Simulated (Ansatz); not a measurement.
## G0W0 on several functionals: ZnSe (Stilleite)

One-shot GW is not self-consistent; how far does the start matter for ZnSe (Stilleite)?

Calculated with Ansatz 0.2.0; G0W0 on several functionals, plane waves, PAW.

Most raw output is cut from this account.

In doubt: masses and optical values from hybrid runs of this build are listed as unsure (steps 4, 5), which bears on the screening that GW takes from such a start.

## (1) Starting point

Symmetry: F-43m, No. 216, cubic system. The conventional cell has a = 5.668 Å, b = 5.668 Å, c = 5.668 Å, α = 90.00°, β = 90.00°, γ = 90.00°. Nearest to Zn lie 4 Se at 2.45 Å. Nearest to Se lie 4 Zn at 2.45 Å. Farther neighbours and most contacts between anions are not listed.

The cell and positions come from the Crystallography Open Database and are kept as given unless a step says otherwise.

## (2) G0W0 on LDA

G0W0 replaces the xc potential by the self-energy, built once from these orbitals. Only a window of levels is corrected, while the sums run over the empty bands that the input names. This step takes hard PAW files.

This step: G0W0 on LDA, plane waves, PAW.

Input file input.yaml:

```yaml
crystal:
  lattice:
    - [0.0, 2.8338, 2.8338]
    - [2.8338, 0.0, 2.8338]
    - [2.8338, 2.8338, 0.0]
  atoms:
    - { symbol: Zn, position: [0.0, 0.0, 0.0] }
    - { symbol: Se, position: [0.25, 0.25, 0.25] }
kpoints:
  mp_grid: { grid: [8, 8, 8] }
hamiltonian:
  xc: lda
  pseudopotentials: { kind: paw, source: ansatz }
scf:
  occupations: { method: fixed }
gw:
  n_empty_bands: 408
  ecut_chi: 250
  qp_bands: [v2, c2]
  qp_kpoints: band_edges
  screening: { model: contour_deformation }
```

Launch:

```bash
$ ansatz run input.yaml --threads 3 --pin off --max-ram 92160MiB --backend cuda --events-out ev --progress --plain --runs-dir out --devices 1 --max-vram 13GiB
```

Elapsed: 3.1 min, on 1 × NVIDIA H100 80GB HBM3 (shared by 6 runs) with 3 threads of AMD EPYC 7R13 (Zen 3), shared host; peak memory 2.7 GiB.

This step gave:

```yaml
bands_summed: 426
rpa_eps_infinity_on_this_mesh_eigenvalues: 8.515, 8.515, 8.515
plane_waves_in_the_screening_matrix: 411
q_points_in_the_mesh: 512
g0w0_gap_on_the_mesh: 2.223 eV
k_of_the_valence_top: 0, 0, 0
k_of_the_conduction_bottom: 0, 0, 0
starting_gap_on_the_mesh: 1.032 eV
z_at_the_valence_top: 0.7631
z_at_the_conduction_bottom: 0.7932
least_direct_g0w0_gap_on_the_computed_points: 2.223 eV
```

The gap on the mesh goes from 1.03 eV to 2.22 eV, a correction of +1.19 eV. Between the two edge states, bare exchange in place of the xc potential would open the gap by 6.81 eV, and correlation takes back 5.62 eV.

## (3) G0W0 on PBE

The same correction from a different start measures what one shot leaves open.

This step: G0W0 on PBE, plane waves, PAW.

input.yaml: that of step 2 with these lines changed.

```diff
@@ -11,3 +11,3 @@
 hamiltonian:
-  xc: lda
+  xc: pbe
   pseudopotentials: { kind: paw, source: ansatz }
```

Run time: 2.2 min. Hardware: 1 × NVIDIA H100 80GB HBM3 (shared by 6 runs) with 3 threads; peak memory 2.7 GiB.

Numbers from this step:

* bands summed: 426
* RPA ε∞ on this mesh (eigenvalues): 7.378, 7.378, 7.378
* plane waves in the screening matrix: 411
* q-points in the mesh: 512
* G0W0 gap on the mesh: 2.345 eV
* k of the valence top: 0, 0, 0
* k of the conduction bottom: 0, 0, 0
* starting gap on the mesh: 1.290 eV
* Z at the valence top: 0.7697
* Z at the conduction bottom: 0.7998
* least direct G0W0 gap on the computed points: 2.345 eV

Against the run with 8×8×8 mesh, 408 empty bands, screening to 250 eV, hard PAW files on LDA, the gap moves by +0.12 eV, while the start moved by +0.26 eV.

## (4) G0W0 on HSE06

This step: G0W0 on HSE06, plane waves, PAW.

input.yaml: that of step 3 with these lines changed.

```diff
@@ -11,3 +11,3 @@
 hamiltonian:
-  xc: pbe
+  xc: hse06
   pseudopotentials: { kind: paw, source: ansatz }
```

Wall time 3.7 min (1 × NVIDIA H100 80GB HBM3 (shared by 6 runs) with 3 threads); peak memory 6.1 GiB; 6.4 min of CPU time.

Numbers from this step:

```yaml
bands_summed: 426
rpa_eps_infinity_on_this_mesh_eigenvalues: 5.234, 5.234, 5.234
plane_waves_in_the_screening_matrix: 411
g0w0_gap_on_the_mesh: 2.910 eV
k_of_the_valence_top: 0, 0, 0
k_of_the_conduction_bottom: 0, 0, 0
starting_gap_on_the_mesh: 2.414 eV
least_direct_g0w0_gap_on_the_computed_points: 2.910 eV
```

Against the run with 8×8×8 mesh, 408 empty bands, screening to 250 eV, hard PAW files on PBE, the gap moves by +0.56 eV, while the start moved by +1.12 eV.

## (5) G0W0 on PBE0

This step: G0W0 on PBE0, plane waves, PAW.

input.yaml: that of step 4 with these lines changed.

```diff
@@ -11,3 +11,3 @@
 hamiltonian:
-  xc: hse06
+  xc: pbe0
   pseudopotentials: { kind: paw, source: ansatz }
```

Wall time 3.5 min (1 × NVIDIA H100 80GB HBM3 (shared by 6 runs) with 3 threads); peak memory 6 GiB.

This step gave:

- bands summed: 426
- RPA ε∞ on this mesh (eigenvalues): 4.777, 4.777, 4.777
- plane waves in the screening matrix: 411
- G0W0 gap on the mesh: 3.088 eV
- k of the valence top: 0, 0, 0
- k of the conduction bottom: 0, 0, 0
- starting gap on the mesh: 3.023 eV
- least direct G0W0 gap on the computed points: 3.088 eV

Against the run with 8×8×8 mesh, 408 empty bands, screening to 250 eV, hard PAW files on HSE06, the gap moves by +0.18 eV, while the start moved by +0.61 eV.

## (6) Side by side

All on the 8×8×8 mesh with 408 empty bands and screening to 250 eV. Times are wall times on 1 × NVIDIA H100 80GB HBM3 (shared by 6 runs) with 3 threads of AMD EPYC 7R13 (Zen 3), shared host, good to a factor of about two.

| start | starting gap (eV) | shift (eV) | G0W0 gap (eV) | RPA ε∞ (harmonic mean) | Z (valence, conduction) | time |
| --- | --- | --- | --- | --- | --- | --- |
| LDA | 1.03 | +1.19 | 2.22 | 8.52 | 0.76, 0.79 | 3.1 min |
| PBE | 1.29 | +1.05 | 2.34 | 7.38 | 0.77, 0.80 | 2.2 min |
| HSE06 | 2.41 | +0.50 | 2.91 | 5.23 | 0.80, 0.83 | 3.7 min |
| PBE0 | 3.02 | +0.07 | 3.09 | 4.78 | 0.81, 0.84 | 3.5 min |

The parts of the quasiparticle energy at the two band edges (eV; QP = start + Σx + Σc − Vxc):

| run | edge | start | Σx | Σc | Vxc | Z | QP |
| --- | --- | --- | --- | --- | --- | --- | --- |
| LDA | valence top | 7.82 | -21.61 | 1.79 | -19.10 | 0.76 | 7.11 |
| LDA | conduction bottom | 8.86 | -10.08 | -3.83 | -14.39 | 0.79 | 9.33 |
| PBE | valence top | 8.15 | -21.75 | 1.90 | -18.89 | 0.77 | 7.18 |
| PBE | conduction bottom | 9.44 | -9.90 | -3.80 | -13.80 | 0.80 | 9.53 |
| HSE06 | valence top | 7.50 | -20.80 | 1.55 | -18.68 | 0.80 | 6.94 |
| HSE06 | conduction bottom | 9.92 | -9.23 | -3.80 | -12.97 | 0.83 | 9.85 |
| PBE0 | valence top | 7.16 | -20.80 | 1.47 | -19.01 | 0.81 | 6.84 |
| PBE0 | conduction bottom | 10.18 | -9.22 | -3.74 | -12.71 | 0.84 | 9.92 |

For a hybrid start, Vxc holds its share of exact exchange.

## (7) Summary of results

```
G0W0@LDA     : 2.22 eV (start 1.03 eV)
G0W0@PBE     : 2.34 eV (start 1.29 eV)
G0W0@HSE06   : 2.91 eV (start 2.41 eV)
G0W0@PBE0    : 3.09 eV (start 3.02 eV)
known limits : not at the basis limit; no spin-orbit coupling
```

The starting gaps span 1.99 eV and the G0W0 gaps 0.86 eV. Between LDA and PBE0, 0.86 eV of the 1.99 eV survives, 43 %. PBE0 screens less than LDA (ε∞ 4.78 against 8.52). Of the 0.86 eV by which its G0W0 gap is higher, the correlation part gives +0.42 eV, and exchange with the one-particle terms, which follow the orbitals, +0.45 eV. The smallest correction, +0.07 eV, is on PBE0, the start nearest to reproducing itself. Bands and cutoff are finite, so the gap is not at the basis limit. The miss can reach some tenths of an eV and take either sign; the mesh is an error of its own. The many-body steps are scalar-relativistic: spin-orbit coupling is not in them.

[Paths, hosts, dates, memory and timing lines, banners, echoed tables and standing remarks are left out of the program output.]

[Logs are printed without paths, hosts, clocks, repeated set-up lines and the standing remarks that a program may print on its own settings, such as how far it seeks lower states.]

[Runs of the session that timed out or met a known fault of the program may be left out.]

[Cells called generated may have been cut or substituted from an entry of the Crystallography Open Database or the Materials Project.]

[Hosts, paths, dates, database ids (printed as entryN), source tags and the programs' standing remarks are cut or masked in the printed files.]
